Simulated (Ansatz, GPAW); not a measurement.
**Cutoff, mesh and smearing for a 8-layer slab of Pb(100)**

How do cutoff, mesh, smearing and the dipole layer change the work function of a 8-layer slab of Pb(100)?

Calculated with GPAW 26.7.0 and Ansatz 0.2.0; Ansatz plane waves; slab in vacuum with a dipole correction, relaxation, in the first sound run; inputs show where later runs differ.

## Step 1: The starting structure

The cell holds 8 atoms: 8 Pb. Its edges and angles: a = 3.500 Å, b = 3.500 Å, c = 33.325 Å, α = 90.0°, β = 90.0°, γ = 90.0°. Vacuum lies along c.

## Step 2: Relaxing the atoms

The atoms are relaxed first, since the surface dipole, and with it the work function, follows the positions of the outer layers. The lowest 4 atoms are held at bulk positions and keep their forces.

input.yaml

```yaml
crystal:
  lattice:
    - [3.5001785669, 0.0, 0.0]
    - [0.0, 3.5001785669, 0.0]
    - [0.0, 0.0, 33.325]
  atoms:
    - { symbol: Pb, position: [0.5, 0.5, 0.240060015] }
    - { symbol: Pb, position: [0.0, 0.0, 0.3143285821] }
    - { symbol: Pb, position: [0.5, 0.5, 0.3885971493] }
    - { symbol: Pb, position: [0.0, 0.0, 0.4628657164] }
    - { symbol: Pb, position: [0.5, 0.5, 0.5371342836] }
    - { symbol: Pb, position: [0.0, 0.0, 0.6114028507] }
    - { symbol: Pb, position: [0.5, 0.5, 0.6856714179] }
    - { symbol: Pb, position: [0.0, 0.0, 0.759939985] }
kpoints:
  mp_grid: { grid: [9, 9, 1] }
hamiltonian:
  xc: pbe
scf:
  occupations: { method: fermi_dirac, width: 0.1 }
efield:
  axis: 3
  dipole_correction: true
  ramp_width: 0.05
relax:
  f_tol: 0.02
  max_steps: 60
  constraints: [{ sites: [0, 1, 2, 3] }]
output:
  write_potential: true
  write_density: true
  volumetric_format: npy
```

The run is started by

```
$ ansatz run input.yaml --threads 4 --pin off --max-ram 8192MiB --backend cpu --events-out ev --progress --plain --runs-dir out
```

Numbers of over 12 decimals in the logs are rounded to 6 here.

The log of the run:

```text
Engine: ansatz 0.2.0, x86_64-unknown-linux-gnu
Pseudopotentials: kind: paw
Pseudopotential: Pb, paw, valence charge 14, recommended cutoff 420 eV (normal), Pb.paw.azcp
Functional definition: PBE
  parameter kappa = 0.804
  parameter beta = 0.066725
  exchange = pbe_x(kappa = kappa, mu = beta*pi^2/3)
  correlation = pbe_c(beta = beta)
Crystal: 8 atoms, lattice volume = 408.273 Å³
Basis set: ecut = 420 eV, 7923 PW (Γ), exchange–correlation on 48×48×450 points (8 copies of the dense FFT grid, shifted against one another)
Bands: 68, of which v1, the nominal top of the filled ones, is band 56 counted from 1 (55 counted from 0)
Symmetry: 8 space group operations
k-points: 15 of 81
Non-local potential: Pb, projectors of the file, l = 0: 2, l = 1: 2, l = 2: 2, l = 3: 2
PAW form: soft (Blöchl's): semilocal exchange-correlation on the pseudo side does not see the compensation charge
PAW one-centre angular grid: Pb, 590 points (default); XC on 64 Gauss nodes
Initial density: superposition of atomic densities (neutral atoms: chi_scale 0, normalization atom), corrected by the library's trained network
Initial wavefunctions: pseudopotential atomic-orbital guess
Functional: x = pbe(κ = 0.804, μ = 0.219515), c = pbe(β = 0.066725)
SCF iter   1: F=—  HF=-95250.823275 eV  |F-HF|=—  |Δ(HF+E_count)|=         —  Δρ=9.90e-4  dr2=1.11e-1  ethr=1.77e-3  p=0.000 e·Å  D=1.64e-13 V/Å  ΔV_dip=-0.00 eV  dr2_dipole=1.10e-7  V_vac-E_F(+/−)=3.63/3.63 eV  ⟨swp⟩=7.0  Hψ=4053  notcnv=0  defer=1
efield: sawtooth ramp at fractional position 0.9750 (placed from the atoms, in the widest stretch of the axis that holds none; the zero of the levels goes with the place), width 0.0500; the density the first Hamiltonian is built on has a dipole p = 0.000 e·Å; the dipole correction subtracts the counter field D = 1.64e-13 V/Å, which shifts the + side's vacuum level by -0.00 eV against the − side's; the planar-averaged density in the ramp window peaks in size at 1.3e-5 e/Å³
preconditioner: auto → LDOS  [metal: Δε(μ)=0.039 eV  Ē_g=15.987 eV  σ=0.100 eV  W_gap=0.10  n_scr=74 (ndim 8)  ℏωp=19.4 eV  f_vac=0.372  D(μ)=4.77/eV (n_scr^D=14)  β→1.0]
SCF iter   2: F=—  HF=-95250.823045 eV  |F-HF|=—  |Δ(HF+E_count)|=   2.30e-4  Δρ=3.71e-4  dr2=2.16e-3  ethr=9.87e-5  p=-0.000 e·Å  D=-3.38e-7 V/Å  ΔV_dip=0.00 eV  dr2_dipole=4.07e-8  V_vac-E_F(+/−)=3.68/3.68 eV  ⟨swp⟩=2.1  Hψ=1360  notcnv=0  defer=12
SCF iter   3: F=—  HF=-95250.823035 eV  |F-HF|=—  |Δ(HF+E_count)|=   1.05e-5  Δρ=3.06e-4  dr2=7.03e-4  ethr=1.93e-6  p=0.000 e·Å  D=3.55e-7 V/Å  ΔV_dip=-0.00 eV  dr2_dipole=8.57e-9  V_vac-E_F(+/−)=3.69/3.69 eV  ⟨swp⟩=2.1  Hψ=1904  notcnv=0  defer=12
SCF iter   4: F=—  HF=-95250.822887 eV  |F-HF|=—  |Δ(HF+E_count)|=   1.48e-4  Δρ=5.36e-5  dr2=2.42e-5  ethr=6.27e-7  p=0.000 e·Å  D=1.39e-7 V/Å  ΔV_dip=-0.00 eV  dr2_dipole=1.01e-9  V_vac-E_F(+/−)=3.69/3.69 eV  ⟨swp⟩=2.2  Hψ=1840  notcnv=0  defer=12
iter 5 did not close the SCF: its close was put off for the readings that it lacked (scf_convergence_deferred on its scf_iter line)
SCF iter   5: F=-95250.822885 eV  HF=-95250.822885 eV  |F-HF|=3.37e-7  |Δ(HF+E_count)|=   1.88e-6  Δρ=1.39e-5  dr2=1.41e-6  ethr=2.16e-8  p=0.000 e·Å  D=1.05e-7 V/Å  ΔV_dip=-0.00 eV  dr2_dipole=1.74e-11  V_vac-E_F(+/−)=3.69/3.69 eV  ⟨swp⟩=2.1  Hψ=1824  notcnv=0  defer=12
SCF iter   6: F=-95250.822885 eV  HF=-95250.822885 eV  |F-HF|=4.81e-8  |Δ(HF+E_count)|=   2.47e-7  Δρ=4.38e-6  dr2=1.54e-7  ethr=1.26e-9  p=0.000 e·Å  D=1.69e-8 V/Å  ΔV_dip=-0.00 eV  dr2_dipole=1.32e-12  V_vac-E_F(+/−)=3.69/3.69 eV  ⟨swp⟩=9.0  Hψ=8515  notcnv=0
SCF 1 converged in 6 iterations: F = -95250.822885 eV  dr2 = 1.54e-7
  greatest PAW one-centre occupation: 0.978 electrons in one spin orbital (limit 2), on the Pb atom at site 7 (counted from 0), in its partial waves of l = 2
relax step   1: F+E_penalty+E_count = -95250.82288524 eV  Δ(F+E_penalty+E_count) = +0.000e0 eV  max|allowed force component| = 4.084e-1 eV/Å  Δτ_max = 0.0000 Å  (6 SCF iters, dr2 threshold 1.00e-5 eV, accepted)
Initial density: handed on by an earlier stage of this run
Initial wavefunctions: those handed on with the density
iter 1 solved again at ethr=5.78e-5 eV; its pass at ethr=3.10e-3 eV (dr2=6.48e-2 eV) is discarded
SCF iter   1: F=—  HF=-95250.863219 eV  |F-HF|=—  |Δ(HF+E_count)|=         —  Δρ=1.36e-3  dr2=6.64e-2  ethr=5.78e-5  p=0.000 e·Å  D=7.84e-10 V/Å  ΔV_dip=-0.00 eV  dr2_dipole=3.54e-2  V_vac-E_F(+/−)=3.69/3.69 eV  ⟨swp⟩=1.0  Hψ=3947  notcnv=0  defer=14
efield: sawtooth ramp at fractional position 0.9750 (handed on by an earlier solve), width 0.0500; the density the first Hamiltonian is built on has a dipole p = 0.000 e·Å; the dipole correction subtracts the counter field D = 7.84e-10 V/Å, which shifts the + side's vacuum level by -0.00 eV against the − side's; the planar-averaged density in the ramp window peaks in size at 8.6e-7 e/Å³
preconditioner: auto → LDOS  [metal: Δε(μ)=0.018 eV  Ē_g=15.966 eV  σ=0.100 eV  W_gap=0.04  n_scr=74 (ndim 8)  ℏωp=19.4 eV  f_vac=0.369  D(μ)=4.63/eV (n_scr^D=14)  β→1.0]
SCF iter   2: F=—  HF=-95250.860373 eV  |F-HF|=—  |Δ(HF+E_count)|=   2.85e-3  Δρ=4.50e-4  dr2=6.41e-3  ethr=5.78e-5  p=-0.003 e·Å  D=-1.47e-3 V/Å  ΔV_dip=0.05 eV  dr2_dipole=3.08e-3  V_vac-E_F(+/−)=3.73/3.68 eV  ⟨swp⟩=1.3  Hψ=1002  notcnv=0  defer=14
SCF iter   3: F=—  HF=-95250.860397 eV  |F-HF|=—  |Δ(HF+E_count)|=   2.43e-5  Δρ=4.39e-4  dr2=1.37e-3  ethr=5.72e-6  p=-0.003 e·Å  D=-1.30e-3 V/Å  ΔV_dip=0.04 eV  dr2_dipole=4.19e-5  V_vac-E_F(+/−)=3.72/3.68 eV  ⟨swp⟩=2.1  Hψ=1860  notcnv=0  defer=14
SCF iter   4: F=—  HF=-95250.860030 eV  |F-HF|=—  |Δ(HF+E_count)|=   3.67e-4  Δρ=3.29e-5  dr2=5.82e-6  ethr=1.23e-6  p=-0.003 e·Å  D=-1.33e-3 V/Å  ΔV_dip=0.04 eV  dr2_dipole=8.34e-8  V_vac-E_F(+/−)=3.73/3.68 eV  ⟨swp⟩=2.1  Hψ=1800  notcnv=0  defer=14
SCF iter   5: F=-95250.860031 eV  HF=-95250.860031 eV  |F-HF|=3.58e-7  |Δ(HF+E_count)|=   1.02e-6  Δρ=1.42e-5  dr2=9.32e-7  ethr=5.19e-9  p=-0.003 e·Å  D=-1.29e-3 V/Å  ΔV_dip=0.04 eV  dr2_dipole=1.44e-9  V_vac-E_F(+/−)=3.72/3.68 eV  ⟨swp⟩=12.0  Hψ=9899  notcnv=0
SCF 2 converged in 5 iterations: F = -95250.860031 eV  dr2 = 9.32e-7
  Residual-converged pass: ⟨swp⟩=1.0  Hψ=1080  notcnv=0  max |occ|·‖R‖ = 7.0e-9 eV (tolerance 1.0e-8 eV)  dr2=9.32e-7  dr2_onsite=9.64e-8  max |Δocc| = 1.8e-12
  greatest PAW one-centre occupation: 0.978 electrons in one spin orbital (limit 2), on the Pb atom at site 0 (counted from 0), in its partial waves of l = 2
[...]
preconditioner: auto → LDOS  [metal: Δε(μ)=0.046 eV  Ē_g=15.959 eV  σ=0.100 eV  W_gap=0.11  n_scr=74 (ndim 8)  ℏωp=19.4 eV  f_vac=0.366  D(μ)=4.63/eV (n_scr^D=14)  β→1.0]
SCF iter   2: F=—  HF=-95250.866296 eV  |F-HF|=—  |Δ(HF+E_count)|=   6.87e-4  Δρ=3.61e-4  dr2=9.16e-3  ethr=1.93e-5  p=-0.005 e·Å  D=-2.01e-3 V/Å  ΔV_dip=0.07 eV  dr2_dipole=7.06e-3  V_vac-E_F(+/−)=3.75/3.68 eV  ⟨swp⟩=1.8  Hψ=1217  notcnv=0  defer=14
SCF iter   3: F=—  HF=-95250.866079 eV  |F-HF|=—  |Δ(HF+E_count)|=   2.17e-4  Δρ=1.51e-4  dr2=5.83e-4  ethr=8.18e-6  p=-0.004 e·Å  D=-1.88e-3 V/Å  ΔV_dip=0.06 eV  dr2_dipole=4.59e-4  V_vac-E_F(+/−)=3.74/3.68 eV  ⟨swp⟩=1.4  Hψ=1007  notcnv=0  defer=14
SCF iter   4: F=—  HF=-95250.866008 eV  |F-HF|=—  |Δ(HF+E_count)|=   7.03e-5  Δρ=9.21e-5  dr2=6.74e-5  ethr=5.21e-7  p=-0.004 e·Å  D=-1.84e-3 V/Å  ΔV_dip=0.06 eV  dr2_dipole=9.99e-6  V_vac-E_F(+/−)=3.74/3.68 eV  ⟨swp⟩=2.1  Hψ=1699  notcnv=0  defer=14
SCF iter   5: F=—  HF=-95250.865993 eV  |F-HF|=—  |Δ(HF+E_count)|=   1.51e-5  Δρ=1.10e-5  dr2=1.27e-6  ethr=6.02e-8  p=-0.004 e·Å  D=-1.82e-3 V/Å  ΔV_dip=0.06 eV  dr2_dipole=2.71e-7  V_vac-E_F(+/−)=3.74/3.68 eV  ⟨swp⟩=2.0  Hψ=1792  notcnv=0  defer=14
SCF iter   6: F=-95250.865993 eV  HF=-95250.865993 eV  |F-HF|=1.00e-7  |Δ(HF+E_count)|=   6.09e-8  Δρ=3.08e-6  dr2=1.20e-7  ethr=7.53e-10  p=-0.004 e·Å  D=-1.82e-3 V/Å  ΔV_dip=0.06 eV  dr2_dipole=5.41e-8  V_vac-E_F(+/−)=3.74/3.68 eV  ⟨swp⟩=11.0  Hψ=8075  notcnv=0
SCF 3 converged in 6 iterations: F = -95250.865993 eV  dr2 = 1.20e-7
relax step   3: F+E_penalty+E_count = -95250.86599290 eV  Δ(F+E_penalty+E_count) = -5.962e-3 eV  max|allowed force component| = 1.925e-2 eV/Å  Δτ_max = 0.1220 Å  (6 SCF iters, dr2 threshold 8.43e-7 eV, accepted)
[...]
relax step   4: F+E_penalty+E_count = -95250.86599303 eV  Δ(F+E_penalty+E_count) = -1.307e-7 eV  max|allowed force component| = 1.927e-2 eV/Å  Δτ_max = 0.0000 Å  (2 SCF iters, accepted)
SCF iter   1: F=—  HF=-95250.866438 eV  |F-HF|=—  |Δ(HF+E_count)|=         —  Δρ=3.12e-4  dr2=1.24e-3  ethr=1.50e-5  p=-0.004 e·Å  D=-1.81e-3 V/Å  ΔV_dip=0.06 eV  dr2_dipole=6.84e-5  V_vac-E_F(+/−)=3.74/3.68 eV  ⟨swp⟩=4.3  Hψ=2507  notcnv=0  defer=21
efield: sawtooth ramp at fractional position 0.9750 (handed on by an earlier solve), width 0.0500; the density the first Hamiltonian is built on has a dipole p = -0.004 e·Å; the dipole correction subtracts the counter field D = -1.81e-3 V/Å, which shifts the + side's vacuum level by +0.06 eV against the − side's; the planar-averaged density in the ramp window peaks in size at 1.0e-6 e/Å³
preconditioner: auto → LDOS  [metal: Δε(μ)=0.051 eV  Ē_g=15.957 eV  σ=0.100 eV  W_gap=0.13  n_scr=74 (ndim 8)  ℏωp=19.4 eV  f_vac=0.365  D(μ)=4.66/eV (n_scr^D=14)  β→1.0]
SCF iter   2: F=—  HF=-95250.866383 eV  |F-HF|=—  |Δ(HF+E_count)|=   5.48e-5  Δρ=8.75e-5  dr2=5.22e-4  ethr=1.11e-6  p=-0.004 e·Å  D=-1.99e-3 V/Å  ΔV_dip=0.07 eV  dr2_dipole=3.81e-4  V_vac-E_F(+/−)=3.75/3.68 eV  ⟨swp⟩=1.7  Hψ=1207  notcnv=0  defer=21
SCF iter   3: F=—  HF=-95250.866374 eV  |F-HF|=—  |Δ(HF+E_count)|=   9.25e-6  Δρ=3.31e-5  dr2=4.34e-5  ethr=4.66e-7  p=-0.004 e·Å  D=-1.88e-3 V/Å  ΔV_dip=0.06 eV  dr2_dipole=3.49e-5  V_vac-E_F(+/−)=3.74/3.68 eV  ⟨swp⟩=1.1  Hψ=1000  notcnv=0  defer=21
SCF iter   4: F=—  HF=-95250.866313 eV  |F-HF|=—  |Δ(HF+E_count)|=   6.14e-5  Δρ=3.54e-5  dr2=1.18e-5  ethr=3.87e-8  p=-0.004 e·Å  D=-1.83e-3 V/Å  ΔV_dip=0.06 eV  dr2_dipole=1.45e-6  V_vac-E_F(+/−)=3.74/3.68 eV  ⟨swp⟩=2.1  Hψ=1771  notcnv=0  defer=21
SCF iter   5: F=-95250.866310 eV  HF=-95250.866311 eV  |F-HF|=7.22e-8  |Δ(HF+E_count)|=   2.16e-6  Δρ=3.25e-6  dr2=9.63e-8  ethr=8.93e-11  p=-0.004 e·Å  D=-1.82e-3 V/Å  ΔV_dip=0.06 eV  dr2_dipole=1.14e-8  V_vac-E_F(+/−)=3.74/3.68 eV  ⟨swp⟩=9.9  Hψ=8828  notcnv=0
SCF 5 converged in 5 iterations: F = -95250.866310 eV  dr2 = 9.63e-8
relax step   5: F+E_penalty+E_count = -95250.86631046 eV  Δ(F+E_penalty+E_count) = -3.174e-4 eV  max|allowed force component| = 8.240e-3 eV/Å  Δτ_max = 0.0384 Å  (5 SCF iters, accepted)
NSCF: frozen V_eff on 15 k-points
the band table was solved once a step of the walk had ended and its energy, with any forces and stress, was formed, with the checks that follow a solve (5201 applications of the Hamiltonian). They found nothing against the state; the energy, forces and stress were not computed again (output.eigenvalues in the input reference)
WARN: The output density's exchange-correlation potential varies sharply where the density is thin. Do not read a vacuum level from v_tot or v_xc, or from such a field of the output density. On a cell that repeats whose density bears no net charge and no dipole along the vacuum's axis use v_es (v_loc + v_h of the components); under efield.dipole_correction with no amplitude use v_es + v_field, which holds any externa [...]
SCF converged after 5 iterations
Free energy (F): -95250.866310 eV
Harris-Foulkes:  -95250.866311 eV  (|F-HF|=7.22e-8)
Internal energy: -95250.718081 eV  (E = F + TS)
E sigma→0 (E₀):  -95250.792196 eV
Entropy (-TS):   -0.148230 eV (-18.529 meV/atom)
Fermi energy:    5.050289 eV
Dipole field:    D = -0.001716 V/Å  (p = -0.003872 e·Å, saw-weighted, corrected)
Work function:   Φ+ = 3.7387 eV   Φ− = 3.6815 eV
Levels:          The Fermi level and band energies are counted from a zero that moves with the ramp; work functions are not
--- Per-component energies (eV) ---
  E_band       = -958.682359
  E_kinetic    = 2308.646309
  E_local      = -89774.856484  (includes V_loc(G=0)·N_el)
  E_nonlocal   = 2796.291066
  E_hartree    = 43723.210367
  E_xc         = -1764.470616
  E_vxc        = -1057.508767  (∫ρ·V_xc dr)
  E_paw        = -83244.318629  (= ΣΔE_a)
  E_vpaw       = -2677.676500  (= ΣTr[D̂ρ^β])
  E_aug_tail   = 0.000393  (compensation charges beyond the density's cutoff)
  E_efield     = 0.000003  (sawtooth field / dipole correction)
  E_vefield    = 0.019132  (∫n·V_field dr)
  E_ewald      = 30704.779510
  E_smearing   = -0.148230  (= −TS)
  E_closure    = -0.000000  (closes the sum)
  Σ components = -95250.866310   (vs F -95250.866310, Δ=0.00e0)
--- Forces (eV/Å), atoms counted from 1 ---
  atom   1  Pb     0.00000000     0.00000000     0.13963510
  atom   2  Pb     0.00000000     0.00000000    -0.40324725
  atom   3  Pb     0.00000000     0.00000000     0.19094390
  atom   4  Pb    -0.00000000     0.00000000     0.07114693
  atom   5  Pb    -0.00000000     0.00000000     0.00076670
  atom   6  Pb     0.00000000     0.00000000     0.00267091
  atom   7  Pb    -0.00000000     0.00000000     0.00635428
  atom   8  Pb    -0.00000000     0.00000000    -0.00823962
  max |Σ_I F_I| component: 3.09e-5 eV/Å
--- Band table (eV; the first three rows and the last of 15) ---
  k-point 0: bands = [... 52 lower, 6.9038, 7.2577, 7.2577, 7.5791, 7.5791, 8.0226, 8.0238, 8.0238, ... 8 higher]
  k-point 1: bands = [... 52 lower, 6.0297, 6.0761, 6.4893, 7.0255, 7.3683, 7.4417, 7.7571, 8.0857, ... 8 higher]
  k-point 2: bands = [... 52 lower, 4.1838, 4.6193, 5.0962, 5.5870, 6.2587, 6.8753, 7.3508, 7.9213, ... 8 higher]
  k-point 14: bands = [... 52 lower, 2.7916, 2.9422, 3.2966, 3.3874, 3.8846, 4.3420, 4.5031, 5.1996, ... 8 higher]
--- Relaxed structure (5 steps of the walk, 5 accepted, 0 SCFs on fresh bases) ---
  F+E_penalty+E_count = -95250.86631046 eV   max|allowed force component| = 8.240e-3 eV/Å
  atoms:
    - { symbol: Pb, position: [0.5, 0.5, 0.240060015] }
    - { symbol: Pb, position: [0.0, 0.0, 0.3143285821] }
    - { symbol: Pb, position: [0.5, 0.5, 0.388597] }
    - { symbol: Pb, position: [0.0, 0.0, 0.462866] }
    - { symbol: Pb, position: [0.5, 0.5, 0.540068] }
    - { symbol: Pb, position: [0, 0.0, 0.614683] }
    - { symbol: Pb, position: [0.5, 0.5, 0.695990] }
    - { symbol: Pb, position: [0, 0.0, 0.767295] }
```

Wall time 20 s (4 threads of Intel Xeon 6975P-C (Granite Rapids), shared host); peak memory 1 GiB; 74 s of CPU time.

The steps of the relaxation:

| step | energy less that of the first step (eV) | largest force component (eV/Å) |
| --- | --- | --- |
| 1 | 0.0000 | 0.4084 |
| 2 | -0.0371 | 0.1161 |
| 3 | -0.0431 | 0.0193 |
| 4 | -0.0431 | 0.0193 |
| 5 | -0.0434 | 0.0082 |

The run keeps the 8 symmetry operations that it works with, so distortions that break them were not tested.

The atoms that moved most (Å):

| atom | dx | dy | dz | length |
| --- | --- | --- | --- | --- |
| Pb7 | 0.000 | 0.000 | 0.344 | 0.344 |
| Pb8 | 0.000 | 0.000 | 0.245 | 0.245 |
| Pb6 | 0.000 | 0.000 | 0.109 | 0.109 |
| Pb5 | 0.000 | 0.000 | 0.098 | 0.098 |

Final coordinates:

```cif
data_structure
_symmetry_space_group_name_H-M 'P 1'
_symmetry_Int_Tables_number 1
_cell_length_a 3.5002
_cell_length_b 3.5002
_cell_length_c 33.3250
_cell_angle_alpha 90.000
_cell_angle_beta 90.000
_cell_angle_gamma 90.000
_cell_volume 408.27
loop_
_atom_site_label
_atom_site_type_symbol
_atom_site_fract_x
_atom_site_fract_y
_atom_site_fract_z
_atom_site_occupancy
Pb1 Pb 0.50000 0.50000 0.24006 1
Pb2 Pb 0.00000 0.00000 0.31433 1
Pb3 Pb 0.50000 0.50000 0.38860 1
Pb4 Pb 0.00000 0.00000 0.46287 1
Pb5 Pb 0.50000 0.50000 0.54007 1
Pb6 Pb 0.00000 0.00000 0.61468 1
Pb7 Pb 0.50000 0.50000 0.69599 1
Pb8 Pb 0.00000 0.00000 0.76729 1
```

Numbers from this step:

```yaml
free_energy: -95250.8663 eV
smearing_term_ts: 0.1482 eV
symmetry_operations: 8
upper_work_function: 3.739 eV
lower_work_function: 3.681 eV
dipole_along_the_normal: -0.003872 e·Å
dipole_field: -0.001716 V/Å
vacuum_level_above: 8.789 eV
vacuum_level_below: 8.732 eV
```

The electrostatic potential energy of an electron (with the applied field's), less the Fermi level, planar mean oscillates, so the rows of the table below give means over windows of 2.52 Å about each position, cut where the curve ends. Its maxima inside the range that stand out by 2 % of the span (Å: eV): 9.2: -0.0866, 11.7: -0.157, 14.2: -0.120, 16.7: 0.364, 19.3: -0.0496, 21.8: 0.840, 24.4: -0.593. Its minima: 8.0: -9.81, 10.5: -9.85, 12.9: -9.91, 15.4: -9.85, 18.1: -9.81, 20.4: -9.86, 23.3: -9.79, 25.6: -9.79.

Electrostatic potential energy of an electron (with the applied field's), less the Fermi level, planar mean against z; means over each step:

```csv
z (Å),"electrostatic potential energy of an electron (with the applied field's), less the Fermi level, planar mean (eV)"
1.26,3.69
3.78,3.67
6.30,1.29
8.82,-5.57
11.34,-5.66
13.86,-5.66
16.38,-5.13
18.90,-5.57
21.42,-4.54
23.94,-6.01
26.46,-2.84
28.98,3.70
31.50,3.74
```

The valence density, planar mean oscillates, so the rows of the table below give means over windows of 2.52 Å about each position, cut where the curve ends. Its maxima inside the range that stand out by 2 % of the span (Å: e/Å³): 8.0: 0.941, 10.5: 0.937, 12.9: 0.931, 15.4: 0.940, 18.1: 0.928, 20.4: 0.936, 23.3: 0.932, 25.6: 0.933. Its minima: 9.2: 0.145, 11.7: 0.142, 14.2: 0.143, 16.7: 0.127, 19.3: 0.141, 21.8: 0.108, 24.4: 0.163.

Valence density, planar mean against z; means over each step:

```csv
z (Å),"valence density, planar mean (e/Å³)"
1.26,0
3.78,1.9e-4
6.30,0.0884
8.82,0.463
11.34,0.465
13.86,0.466
16.38,0.439
18.90,0.462
21.42,0.409
23.94,0.485
26.46,0.348
28.98,0.00124
31.50,3.8e-6
```

The relaxation lowered the energy of the cell by 0.0434 eV.

(Part 1 of 3 ends here.)

[Logs are printed without paths, hosts, clocks, repeated set-up lines and the standing remarks that a program may print on its own settings, such as how far it seeks lower states.]

[Hosts, paths, dates, database ids (printed as entryN), source tags and the programs' standing remarks are cut or masked in the printed files.]
